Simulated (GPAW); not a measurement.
# Work function of 1T-VSeTe monolayer at several levels, part 2 of 2

Wanted: work functions and dipole of 1T-VSeTe monolayer, with the cost of each level.

GPAW 26.7.0; GPAW, PAW setups; layer in a repeated cell with vacuum, relaxation of atoms and in-plane cell (the session's first sound run).

So far, upper work function (eV): step 3 (plane waves, PBE) 5.03; step 5 (RPBE) 4.91; step 6 (revPBE) 4.92; step 7 (GPAW, PAW setups) 5.25; step 8 (LDA) 5.28.

### 9. Real-space grid: mode = "fd"

A real-space grid is a second complete basis, so it checks the plane-wave result.

The input, run.py:

```python
import json
import numpy as np
from ase import Atoms
from gpaw import GPAW

slab = Atoms(
    ['Te', 'V', 'Se'],
    positions=[
        [1.74436, 1.00711, 9.00000],
        [0.00000, -0.00000, 10.83149],
        [-0.00000, 2.01422, 12.29283]],
    cell=[[3.48872, -0.0, 0.0], [-1.74436, 3.02132, 0.0], [0.0, 0.0, 21.2928]],
    pbc=[True, True, False],
    magmoms=[0.0, 1.0, 0.0])

slab.calc = GPAW(mode='fd', h=0.18, xc='PBE', kpts={'size': (9, 9, 1), 'gamma': True},
                 occupations={'name': 'fermi-dirac', 'width': 0.05}, nbands='160%',
                 convergence={'density': 1e-05}, maxiter=200,
                 poissonsolver={'dipolelayer': 'xy'},
                 symmetry={'tolerance': 1e-3}, txt='slab.txt')
result = {}
energy = slab.get_potential_energy()
fermi = slab.calc.get_fermi_level()
v = slab.calc.get_electrostatic_potential().mean((0, 1)) - fermi
n = slab.calc.get_pseudo_density().mean((0, 1))
L = slab.cell[2, 2]
z = np.arange(len(v)) * L / len(v)
low, high = slab.positions[:, 2].min(), slab.positions[:, 2].max()
below, above = np.interp([low - 6.8, high + 6.8], z, v)
slopes = [np.interp(x, z, np.gradient(v, z)) for x in (low - 6.8, high + 6.8)]
eps = np.array([[slab.calc.get_eigenvalues(k, s) for k in range(len(slab.calc.get_ibz_k_points()))]
                for s in range(slab.calc.get_number_of_spins())]) - fermi
top, bottom = eps[eps < 0].max(), eps[eps > 0].min()
dipole = slab.get_dipole_moment()[2]
print(f'energy {energy:.4f} eV, Fermi level {fermi:.4f} eV, dipole {dipole:.5f} e A')
print(f'potential 6.8 A off the faces, from the Fermi level: lower {below:.4f} eV, upper {above:.4f} eV')
print(f'slope of the potential there: lower {slopes[0]:.5f}, upper {slopes[1]:.5f} eV/A')
print(f'nearest levels on the mesh: {top:.4f} and {bottom:.4f} eV')
print('magnetic moment', round(slab.get_magnetic_moment(), 3))
result.update(energy=energy, fermi=fermi, dipole=dipole, below=below, above=above, slopes=slopes, edges=[top, bottom],
              z=z.tolist(), v=v.tolist(), n=n.tolist(), positions=slab.positions.tolist(),
              forces=slab.get_forces(apply_constraint=False).tolist(), moments=slab.get_magnetic_moments().tolist())
json.dump(result, open('result.json', 'w'))
```

Started as:

```console
> OMP_NUM_THREADS=1 OPENBLAS_NUM_THREADS=1 python run.py
```

Elapsed: 2.4 min, on 1 thread of Arm Neoverse V1, shared host; peak memory 0.52 GiB.

Numbers from this step:

- dipole along the normal: -0.03069 e·Å
- levels nearest the Fermi level on the mesh: -0.03314, 0.04108 eV from the Fermi level
- upper work function: 5.029 eV
- lower work function: 4.502 eV
- site moments: -0.06572, 0.9186, -0.03054 μB
- sum of the site moments: 0.8224 μB

Electrostatic potential energy of an electron (without an applied field's), less the Fermi level, planar mean against z:

| z (Å) | electrostatic potential energy of an electron (without an applied field's), less the Fermi level, planar mean (eV) |
| --- | --- |
| 0 | 4.77 |
| 1 | 4.50 |
| 2 | 4.50 |
| 3 | 4.50 |
| 4 | 4.50 |
| 5 | 4.50 |
| 6 | 4.49 |
| 7 | 4.25 |
| 8 | 0.411 |
| 9 | -21.5 |
| 10 | -3.36 |
| 11 | -11.1 |
| 12 | -12.8 |
| 13 | -0.709 |
| 14 | 4.74 |
| 15 | 5.01 |
| 16 | 5.03 |
| 17 | 5.03 |
| 18 | 5.03 |
| 19 | 5.03 |
| 20 | 5.03 |
| 21 | 5.03 |

The upper face's work function is 5.029 eV, against 5.029 eV in the first plane-wave PBE run at this geometry.

### 10. Atomic orbitals: mode = "lcao"

Atom-centred orbitals end a few angstrom from the surface, which tests how much the density's tail matters.

run.py: that of step 9 with these lines changed.

```diff
@@ -15,4 +15,4 @@
 
-slab.calc = GPAW(mode='fd', h=0.18, xc='PBE', kpts={'size': (9, 9, 1), 'gamma': True},
-                 occupations={'name': 'fermi-dirac', 'width': 0.05}, nbands='160%',
+slab.calc = GPAW(mode='lcao', basis='dzp', h=0.18, xc='PBE', kpts={'size': (9, 9, 1), 'gamma': True},
+                 occupations={'name': 'fermi-dirac', 'width': 0.05}, nbands='120%',
                  convergence={'density': 1e-05}, maxiter=200,
```

It took 2 min on 1 thread; peak memory 0.29 GiB.

Numbers from this step:

```
dipole along the normal                    : -0.03402 e·Å
levels nearest the Fermi level on the mesh : -0.08812, 0.01978 eV from the Fermi level
upper work function                        : 4.935 eV
lower work function                        : 4.351 eV
site moments                               : -0.07493, 0.9856, -0.03540 μB
sum of the site moments                    : 0.8753 μB
```

The electrostatic potential energy of an electron (without an applied field's), less the Fermi level, planar mean by z:

| z (Å) | electrostatic potential energy of an electron (without an applied field's), less the Fermi level, planar mean (eV) |
| --- | --- |
| 0 | 4.64 |
| 1 | 4.35 |
| 2 | 4.35 |
| 3 | 4.35 |
| 4 | 4.35 |
| 5 | 4.35 |
| 6 | 4.35 |
| 7 | 4.21 |
| 8 | 0.414 |
| 9 | -21.7 |
| 10 | -3.58 |
| 11 | -11.2 |
| 12 | -12.9 |
| 13 | -0.758 |
| 14 | 4.70 |
| 15 | 4.93 |
| 16 | 4.93 |
| 17 | 4.93 |
| 18 | 4.93 |
| 19 | 4.93 |
| 20 | 4.93 |
| 21 | 4.93 |

The upper face's work function is 4.935 eV, against 5.029 eV in the first plane-wave PBE run at this geometry.

### 11. The ladder

Times are for 1 thread of Arm Neoverse V1, shared host. The runs compared:

| no. | run | upper work function (eV) | lower work function (eV) | time | memory (GiB) |
| --- | --- | --- | --- | --- | --- |
| 1 | pw | 5.029 | 4.499 | 67 s | 0.25 |
| 2 | vdW DF2 | 5.361 | 4.821 | 90 s | 0.42 |
| 3 | RPBE | 4.911 | 4.370 | 68 s | 0.25 |
| 4 | revPBE | 4.917 | 4.382 | 67 s | 0.25 |
| 5 | optPBE vdW | 5.250 | 4.713 | 87 s | 0.42 |
| 6 | LDA | 5.285 | 4.776 | 60 s | 0.24 |
| 7 | fd | 5.029 | 4.502 | 2.4 min | 0.52 |
| 8 | lcao | 4.935 | 4.351 | 2 min | 0.29 |

### 12. Side by side

Results and costs are gathered.

This step: comparison of work functions, dipole and cost (GPAW 26.7.0).

Ladder, by row:

| step | code | work function, upper (eV) | work function, lower (eV) | dipole (e Å) | wall time (s) | peak memory (GiB) | threads |
| --- | --- | --- | --- | --- | --- | --- | --- |
| pw | GPAW | 5.029 | 4.499 | -0.03104 | 67.21 | 0.25 | 1 |
| vdW-DF2 | GPAW | 5.361 | 4.821 | -0.03166 | 90.24 | 0.42 | 1 |
| RPBE | GPAW | 4.911 | 4.37 | -0.0317 | 67.92 | 0.25 | 1 |
| revPBE | GPAW | 4.917 | 4.382 | -0.03137 | 67.22 | 0.25 | 1 |
| optPBE-vdW | GPAW | 5.25 | 4.713 | -0.03148 | 86.87 | 0.42 | 1 |
| LDA | GPAW | 5.285 | 4.776 | -0.02986 | 60.24 | 0.24 | 1 |
| fd | GPAW | 5.029 | 4.502 | -0.03069 | 142.2 | 0.52 | 1 |
| lcao | GPAW | 4.935 | 4.351 | -0.03402 | 121.6 | 0.29 | 1 |

### 13. Summary of results

* work function, upper and lower face: 5.029 and 4.499 eV
* dipole along the normal: -0.0310 e Å

With plane waves and PBE the work function is 5.03 eV on the upper face and 4.50 eV on the lower. The two faces differ by 0.53 eV, the step that the slab's dipole makes (e p/(ε0 A) gives 0.53 eV), so the dipole layer is needed. Over the sound runs of the table the upper face's work function spans 4.911 (RPBE) to 5.361 eV (vdW-DF2). The relaxation of atoms and cell ran in a fully periodic cell without the dipole layer, so the atoms of this polar layer felt a small spurious field. One magnetic start was tried; another order may lie lower. The layer's cell and atoms come from the relaxation; spin-orbit coupling and temperature are left out.

[Logs are printed without paths, hosts, clocks, repeated set-up lines and the standing remarks that a program may print on its own settings, such as how far it seeks lower states.]

[Hosts, paths, dates, database ids (printed as entryN), source tags and the programs' standing remarks are cut or masked in the printed files.]
